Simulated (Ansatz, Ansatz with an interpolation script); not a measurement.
An input for Ansatz 0.2.0 (BaTiO3 (Barioperovskite)):

```yaml
crystal:
  lattice:
    - [3.9855, 0.0, 0.0]
    - [0.0, 2.8369, 2.84515]
    - [0.0, -2.8369, 2.84515]
  atoms:
    - { symbol: Ba, position: [0.0, 0.0, 0.0] }
    - { symbol: Ti, position: [0.5, 0.5124, 0.5124] }
    - { symbol: O, position: [0.0, 0.4874, 0.4874] }
    - { symbol: O, position: [0.5, 0.50524, 0.99184] }
    - { symbol: O, position: [0.5, 0.99184, 0.50524] }
kpoints:
  mp_grid: { grid: [4, 4, 4] }
hamiltonian:
  xc: lda
  pseudopotentials: { kind: paw, azcp: { folder: soft_1 }, xc_functional: pbe }
scf:
  occupations: { method: fixed }
gw:
  n_empty_bands: 268
  ecut_chi: 150.0
  qp_bands: [v9, c5]
  screening: { model: godby_needs }
```

```sh
ansatz run input.yaml --threads 3 --pin off --max-ram 92160MiB --backend cuda --events-out ev --progress --plain --runs-dir out --devices 1 --max-vram 13GiB
```

How long will it take on 1 × NVIDIA H100 80GB HBM3 (shared by 6 runs) with 3 threads of AMD EPYC 7R13 (Zen 3), shared host, and how much memory?

It took 71 s; on shared hardware allow 36 s to 2.4 min. Peak host memory was 1.9 GiB. The sizes that set the cost: 1249 plane waves a state, 21 irreducible k points, 288 bands summed, 255 plane waves in the screening and 9 SCF cycles.

The screening grows as filled bands × empty bands × pairs of k points, times the square of the screening basis for the matrix.

[Paths, hosts, dates, memory and timing lines, banners, echoed tables and standing remarks are left out of the program output.]

[Logs are printed without paths, hosts, clocks, repeated set-up lines and the standing remarks that a program may print on its own settings, such as how far it seeks lower states.]

[Runs of the session that timed out or met a known fault of the program may be left out.]

[Hosts, paths, dates, database ids (printed as entryN), source tags and the programs' standing remarks are cut or masked in the printed files.]
